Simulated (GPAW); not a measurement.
**As K ELNES/XANES of zinc-blende (GaAs)₁₋ₓ(AlAs)ₓ at x = 0.75 from DFT**

Aim: the As K edge in zinc-blende (GaAs)₁₋ₓ(AlAs)ₓ at x = 0.75, one member of a composition series.

Method: X-ray absorption from dipole matrix elements to empty bands, plane-wave PAW LDA, in GPAW 26.7.0.

### Step 1. Starting point

The cell holds 16 atoms: 2 Ga, 8 As and 6 Al. Its edges and angles: a = 8.003 Å, b = 8.003 Å, c = 8.003 Å, α = 60.0°, β = 60.0°, γ = 60.0°. 16-atom zinc-blende cell, 6 of 8 Ga sites taken by Al at random, lattice constants typed for the ends and interpolated (Vegard).

### Step 2. Relaxation

The cell was built by hand, so its atoms are relaxed first: near-edge features follow bond lengths closely.

File relax.py:

```python
import numpy as np
from ase import Atoms
from ase.parallel import parprint, paropen
from gpaw import GPAW, PW, FermiDirac, Mixer, MixerDif, setup_paths
from ase.optimize import BFGS

atoms = Atoms('GaAsGaAsAlAsAlAsAlAsAlAsAlAsAlAs',
    cell=[[0, 5.659, 5.659],
     [5.659, 0, 5.659],
     [5.659, 5.659, 0]],
    scaled_positions=[[0.002124, 0.00101, 0.000209],
     [0.124617, 0.121605, 0.121242],
     [0.998342, 0.002546, 0.496927],
     [0.126401, 0.124646, 0.625483],
     [0.001845, 0.497869, 0.000051],
     [0.131456, 0.623611, 0.126303],
     [0.001272, 0.498551, 0.499899],
     [0.12088, 0.626133, 0.628257],
     [0.499656, 0.997653, 0.000977],
     [0.623636, 0.125891, 0.123798],
     [0.497437, 0.001314, 0.498845],
     [0.62693, 0.12052, 0.623898],
     [0.499557, 0.498522, 0.000743],
     [0.62592, 0.62635, 0.123206],
     [0.499972, 0.497106, 0.498539],
     [0.625194, 0.624366, 0.622901]],
    pbc=True)
atoms.calc = GPAW(legacy_gpaw=True, mode=PW(400, force_complex_dtype=True), xc='LDA', setups={},
    kpts={'size': (3, 3, 3), 'gamma': True}, occupations=FermiDirac(0.08),
    charge=0, mixer=Mixer(0.1, 5, 50), maxiter=150,
    convergence={'density': 0.0001, 'eigenstates': 1e-6}, txt='relax.txt')
steps = []
opt = BFGS(atoms, logfile='-')
opt.attach(lambda: steps.append([atoms.get_potential_energy(), float(np.linalg.norm(atoms.get_forces(), axis=1).max())]))
done = opt.run(fmax=0.05, steps=30)
out = dict(done=bool(done), steps=steps, frac=atoms.get_scaled_positions().tolist())
import json
with paropen('out.json', 'w') as f:
    json.dump(out, f)
```

Command:

```console
OMP_NUM_THREADS=1 mpirun -n 4 gpaw python relax.py
```

Numbers of over 12 decimals in the logs are rounded to 6 here.

The log of the run:

```text
Input parameters:
  convergence: {density: 0.0001,
                eigenstates: 1e-06}
  kpts: {gamma: True,
         size: (3, 3, 3)}
  maxiter: 150
  mixer: {backend: pulay,
          beta: 0.1,
          method: separate,
          nmaxold: 5,
          weight: 50}
  mode: {ecut: 400.0,
         force_complex_dtype: True,
         name: pw}
  occupations: {fixmagmom: False,
                name: fermi-dirac,
[...]
No difference between direct/indirect transitions

Forces in eV/Ang:
[...]
14 Al    0.00793    0.00935    0.02787
 15 As   -0.00496    0.00529   -0.00327
Step     Time          Energy          fmax
BFGS:    0 02:31:30      -82.020360        0.700558
BFGS:    1 02:31:50      -82.046138        0.511627
BFGS:    2 02:32:12      -82.083587        0.072076
BFGS:    3 02:32:26      -82.084260        0.064471
BFGS:    4 02:32:42      -82.084957        0.049325
[key lines of the parts left out:]
Converged after 7 iterations.
Dipole moment: (-25.883122, -26.211090, -26.044768) |e|*Ang
Free energy:    -82.084957
Fermi level: 4.77033
```

Elapsed: 1.9 min, on 4 MPI ranks of Arm Neoverse V1, shared host; peak memory 0.32 GiB; 7.5 min of CPU time.

In 4 steps the energy fell by 65 meV (energies extrapolated to zero smearing) and the largest force to 0.049 eV/Å. Atom 2 (As; the text counts from 1, the script from 0) is among those that moved most, by 0.04 Å.

### Step 3. Ground state of the crystal

A plain self-consistent run shows whether there is a gap, which decides the set-up of the core-hole run.

File scf.py:

```python
import numpy as np
from ase import Atoms
from ase.parallel import parprint, paropen
from gpaw import GPAW, PW, FermiDirac, Mixer, MixerDif, setup_paths
from gpaw.test import gen
setup_paths.insert(0, '.')
gen('As', name='nch1s', xcname='LDA', corehole=(1, 0, 0), write_xml=True)
from gpaw.mpi import world
world.barrier()

atoms = Atoms('GaAsGaAsAlAsAlAsAlAsAlAsAlAsAlAs',
    cell=[[0, 5.659, 5.659],
     [5.659, 0, 5.659],
     [5.659, 5.659, 0]],
    scaled_positions=[[0.9994542, 0.998523, 0.9996748],
     [0.1261863, 0.1248604, 0.123098],
     [0.9999947, 0.0006241, 0.4983299],
     [0.124986, 0.1251729, 0.6241895],
     [0.0011436, 0.499671, 0.0012108],
     [0.1271724, 0.6232992, 0.125913],
     [0.9994036, 0.5002321, 0.5008068],
     [0.1242251, 0.6247968, 0.6260051],
     [0.5009223, 0.9983408, 0.9992977],
     [0.624274, 0.1247231, 0.1241515],
     [0.5002339, 0.9983677, 0.4987842],
     [0.624003, 0.1233188, 0.624757],
     [0.5027202, 0.4998301, 0.9977413],
     [0.6265432, 0.6236871, 0.1245204],
     [0.4991073, 0.4983013, 0.4995044],
     [0.624869, 0.623949, 0.6232948]],
    pbc=True)
atoms.calc = calc = GPAW(legacy_gpaw=True, mode=PW(400, force_complex_dtype=True), xc='LDA', setups={5: 'nch1s'},
    kpts={'size': (3, 3, 3), 'gamma': True}, occupations=FermiDirac(0.05),
    charge=0, mixer=Mixer(0.1, 5, 50), maxiter=150,
    convergence={'density': 0.0001, 'eigenstates': 1e-6}, txt='scf.txt')
energy = atoms.get_potential_energy() + calc.get_reference_energy()
ef = calc.get_fermi_level()
out = dict(energy=energy, fermi=ef, forces=atoms.get_forces().tolist())
parprint(f'all-electron energy {energy:.4f} eV, Fermi level {ef:.4f} eV')
ev = np.array([[calc.get_eigenvalues(k, s) for k in range(len(calc.get_ibz_k_points()))] for s in range(calc.get_number_of_spins())])
out['homo'], out['lumo'], out['counts'] = ev[ev < ef].max(), ev[ev > ef].min(), sorted(set((ev < ef).sum((0, 2)).tolist()))
out['filled'] = (ev[:, 0] < ef).sum(1).tolist()
import json
with paropen('out.json', 'w') as f:
    json.dump(out, f)
```

Command:

```console
OMP_NUM_THREADS=1 mpirun -n 4 gpaw python scf.py
```

The log of the run:

```text
Input parameters:
  convergence: {density: 0.0001,
                eigenstates: 1e-06}
  kpts: {gamma: True,
         size: (3, 3, 3)}
  maxiter: 150
  mixer: {backend: pulay,
          beta: 0.1,
          method: separate,
          nmaxold: 5,
          weight: 50}
  mode: {ecut: 400.0,
         force_complex_dtype: True,
         name: pw}
  occupations: {fixmagmom: False,
                name: fermi-dirac,
                width: 0.05}
  setups: {5: nch1s}

Initialize ...

[... PAW data sets ...]

Reference energy: -636445.902632  # eV

Spin-paired calculation

[... convergence settings ...]
Symmetries present (total): 1
  [... symmetry matrices ...]

27 k-points: 3 x 3 x 3 Monkhorst-Pack grid
14 k-points in the irreducible part of the Brillouin zone
       k-points in crystal coordinates                weights
   0:     0.00000000    0.00000000    0.00000000          1/27
   1:     0.00000000    0.00000000    0.33333333          2/27
   2:     0.00000000    0.33333333   -0.33333333          2/27
   3:     0.00000000    0.33333333    0.00000000          2/27
   4:     0.00000000    0.33333333    0.33333333          2/27
   5:     0.33333333   -0.33333333   -0.33333333          2/27
   6:     0.33333333   -0.33333333    0.00000000          2/27
   7:     0.33333333   -0.33333333    0.33333333          2/27
   8:     0.33333333    0.00000000   -0.33333333          2/27
   9:     0.33333333    0.00000000    0.00000000          2/27
          ...
  13:     0.33333333    0.33333333    0.33333333          2/27

Wave functions: Plane wave expansion
  Cutoff energy: 400.000 eV
  Number of coefficients (min, max): 6573, 6615
  Pulay-stress correction: 0.000000 eV/Ang^3 (de/decut=0.000000)
  Using FFTW library
  Wavefunction extrapolation:
    Improved wavefunction reuse through dual PAW basis

Occupation numbers: Fermi-Dirac:
  width: 0.0500  # eV

Eigensolver
   Davidson(niter=2)

Densities:
  Coarse grid: 40*40*40 grid
  Fine grid: 80*80*80 grid
  Total Charge: 0.000000

Density mixing:
  Method: separate
  Backend: pulay
  Linear mixing parameter: 0.1
  old densities: 5
  Width of damping distribution: 1.1
  Damping of long wavelength oscillations: 50

[... Hamiltonian set-up ...]
Number of atoms: 16
Number of atomic orbitals: 64
Number of bands in calculation: 43
Number of valence electrons: 64
Bands to converge: occupied

... initialized

Initializing position-dependent things.

Density initialized from atomic densities
Creating initial wave functions:
  43 bands from LCAO basis set

                                      Ga

                      Al            Al
                            Al
                         As
                Ga           Al
                As
                     Al
                  As
          As           As

               As

                As
           Al
        As

Atomic positions and initial magnetic moments

Positions:
   0 Ga    11.307801   11.313071   11.306553    ( 0.0000,  0.0000,  0.0000)
   1 As     1.403197    1.410700    1.420673    ( 0.0000,  0.0000,  0.0000)
   2 Ga     2.823581    8.479019    5.662502    ( 0.0000,  0.0000,  0.0000)
   3 As     4.240642    4.239584    1.415649    ( 0.0000,  0.0000,  0.0000)
   4 Al     2.834490    0.013324    2.834110    ( 0.0000,  0.0000,  0.0000)
   5 As     4.239792    1.432210    4.246919    ( 0.0000,  0.0000,  0.0000)
   6 Al     5.664879    8.489691    8.486438    ( 0.0000,  0.0000,  0.0000)
[...]
13 As     4.234106    4.250269    7.075053    ( 0.0000,  0.0000,  0.0000)
  14 Al     5.646582    5.651144    5.644335    ( 0.0000,  0.0000,  0.0000)
  15 As     7.058153    7.063359    7.067061    ( 0.0000,  0.0000,  0.0000)

Unit cell:
           periodic     x           y           z      points  spacing
  1. axis:    yes    0.000000    5.659000    5.659000    40     0.1634
  2. axis:    yes    5.659000    0.000000    5.659000    40     0.1634
  3. axis:    yes    5.659000    5.659000    0.000000    40     0.1634

  Lengths:   8.003035   8.003035   8.003035
  Angles:   60.000000  60.000000  60.000000

Effective grid spacing dv^(1/3) = 0.1782

iter:   1   -83.649635
iter:   2   -83.176157   -2.19  -0.82
iter:   3   -82.213213   -1.54  -0.87
iter:   4   -82.113526   -2.98  -1.36
iter:   5   -82.113238   -2.85  -1.39
iter:   6   -82.109423c  -2.91  -2.02
iter:   7   -82.098845c  -4.64  -1.92
iter:   8   -82.089550c  -3.97  -2.02
iter:   9   -82.085770c  -3.77  -2.25
iter:  10   -82.084980c  -5.09  -2.72
iter:  11   -82.085116c  -5.16  -3.27
iter:  12   -82.084944c  -5.83  -2.97
iter:  13   -82.084937c  -6.41c -3.50
iter:  14   -82.084936c  -7.90c -3.75
iter:  15   -82.084937c  -7.70c -3.80
iter:  16   -82.084936c  -8.05c -3.98
iter:  17   -82.084936c  -7.87c -4.14c

Converged after 17 iterations.

Dipole moment: (-25.882722, -26.210535, -26.044429) |e|*Ang

Energy contributions relative to reference atoms: (reference = -636445.902632)

Kinetic:       +169.484620
Potential:     -151.187402
External:        +0.000000
XC:            -100.368148
Entropy (-ST):   -0.000004
Local:           -0.014004
SIC:             +0.000000
--------------------------
Free energy:    -82.084939
Extrapolated:   -82.084936

Showing only first 2 kpts
 Kpt  Band  Eigenvalues  Occupancy
  0    30      4.20465    1.99997
  0    31      4.21079    1.99996
  0    32      5.24823    0.00010
  0    33      5.44110    0.00000

  1    30      3.91257    2.00000
  1    31      3.91558    2.00000
  1    32      5.89689    0.00000
  1    33      6.05856    0.00000

Fermi level: 4.75296

Gap: 1.037 eV
Transition (v -> c):
  (s=0, k=0, n=31, [0.00, 0.00, 0.00]) -> (s=0, k=0, n=32, [0.00, 0.00, 0.00])
No difference between direct/indirect transitions

Forces in eV/Ang:
  0 Ga    0.01868    0.02610    0.03542
  1 As   -0.00632   -0.01563   -0.01344
  2 Ga    0.00473    0.00704   -0.03430
  3 As   -0.00889    0.00493    0.02622
  4 Al   -0.01535   -0.04758    0.00094
  5 As   -0.02121    0.01247   -0.00765
  6 Al   -0.00441   -0.01597   -0.00003
[...]
13 As    0.01495    0.00404   -0.00559
 14 Al    0.00773    0.00865    0.02746
 15 As   -0.00307    0.00696   -0.00153
Scalar-relativistic atomic LDA calculation for As (Arsenic, Z=33)
Core hole in 1s state (1s occupation: 2.0)
600 radial gridpoints.
|------------------------------------------------|
|------------------------------------------------|
[... the atom generator's iteration count ...]

Energy contributions:
-------------------------
Kinetic:    +2298.810624
XC:           -80.495842
Potential:  -4475.454781
-------------------------
Total:      -2257.139999

state      eigenvalue         ekin         rmax
-----------------------------------------------
1s^2.0 :  -429.649646   549.714764        0.030
2s^2.0 :   -54.524652   106.313752        0.170
2p^6.0 :   -47.885737   103.662753        0.136
3s^2.0 :    -6.960589    24.669262        0.522
3p^6.0 :    -4.903404    22.221985        0.521
3d^10.0:    -1.502997    17.049353        0.475
4s^2.0 :    -0.539904     3.098002        1.606
4p^3.0 :    -0.196323     1.805704        1.971
-----------------------------------------------
(units: Bohr and Hartree)

Generating PAW setup
Kinetic energy of the core from tauc = 2313.918695
Cutoffs:
rc(s)=2.000
rc(p)=2.000
rc(d)=2.000
rc(vbar)=1.800
rc(comp)=2.000
rc(nct)=2.000

Kinetic energy of the core states: 2287.197508
Charge: 0.0
Core electrons: 28.0
Valence electrons: 5.0
Pseudo-core charge: 1.220635
Shape function alpha=2.500
Pseudo-electron charge 6.693983
state    eigenvalue         norm
--------------------------------
4s(2) :    -0.539904     1.201804
*s    :     0.460096
4p(3) :    -0.196323     1.023247
*p    :     0.803677
*d    :     0.000000
--------------------------------

Diagonalizing with gridspacing h=0.050

state   all-electron     PAW
-------------------------------
4s:      -0.539904    -0.540221
4p:      -0.196323    -0.196570
*d:                    0.036990
*f:                    0.071517
-------------------------------
all-electron energy -636527.9876 eV, Fermi level 4.7530 eV
```

Wall time 43 s (4 MPI ranks); peak memory 0.32 GiB.

The mesh shows a gap of 1.04 eV. The excited electron is kept all the same, so that all members of the series, with or without a gap, are treated alike.

### Step 4. Cell without a hole, the energy reference

The photon energy needs a difference of total energies, so the cell and mesh of the coming hole run are first run without a hole.

Edit scf.py of step 3 so:

```diff
@@ -32,3 +32,3 @@
 atoms.calc = calc = GPAW(legacy_gpaw=True, mode=PW(400, force_complex_dtype=True), xc='LDA', setups={5: 'nch1s'},
-    kpts={'size': (3, 3, 3), 'gamma': True}, occupations=FermiDirac(0.05),
+    kpts={'size': (3, 3, 3), 'gamma': True}, occupations=FermiDirac(0.02),
     charge=0, mixer=Mixer(0.1, 5, 50), maxiter=150,
```

The log of the run:

```text
Input parameters:
  convergence: {density: 0.0001,
                eigenstates: 1e-06}
  kpts: {gamma: True,
         size: (3, 3, 3)}
  maxiter: 150
  mixer: {backend: pulay,
          beta: 0.1,
          method: separate,
          nmaxold: 5,
          weight: 50}
  mode: {ecut: 400.0,
         force_complex_dtype: True,
         name: pw}
  occupations: {fixmagmom: False,
                name: fermi-dirac,
[...]
4s(2) :    -0.539904     1.201804
*s    :     0.460096
4p(3) :    -0.196323     1.023247
*p    :     0.803677
*d    :     0.000000
--------------------------------

Diagonalizing with gridspacing h=0.050

state   all-electron     PAW
-------------------------------
4s:      -0.539904    -0.540221
4p:      -0.196323    -0.196570
*d:                    0.036990
*f:                    0.071517
-------------------------------
all-electron energy -636527.9876 eV, Fermi level 4.7336 eV
[key lines of the parts left out:]
Converged after 17 iterations.
Dipole moment: (-25.882720, -26.210533, -26.044428) |e|*Ang
Free energy:    -82.084938
Fermi level: 4.73359
```

Elapsed: 43 s, on 4 MPI ranks; peak memory 0.32 GiB; 2.8 min of CPU time.

Reference energy: -636527.988 eV with the cores included.

(Continued in part 2 of 3.)

[Banner, clock and machine lines of the logs are left out without a mark of their own.]

[Logs are printed without paths, hosts, clocks, repeated set-up lines and the standing remarks that a program may print on its own settings, such as how far it seeks lower states.]

[Hosts, paths, dates, database ids (printed as entryN), source tags and the programs' standing remarks are cut or masked in the printed files.]

[Lists of maxima count a maximum above −3 eV only where it reaches 4 % of the highest in the window and stands out from its surroundings by 2 % of it (1.5 % where it reaches 55 %); shoulders and weaker maxima are passed over, and of the rest the first, up to two pre-edge ones and the few strongest are named.]
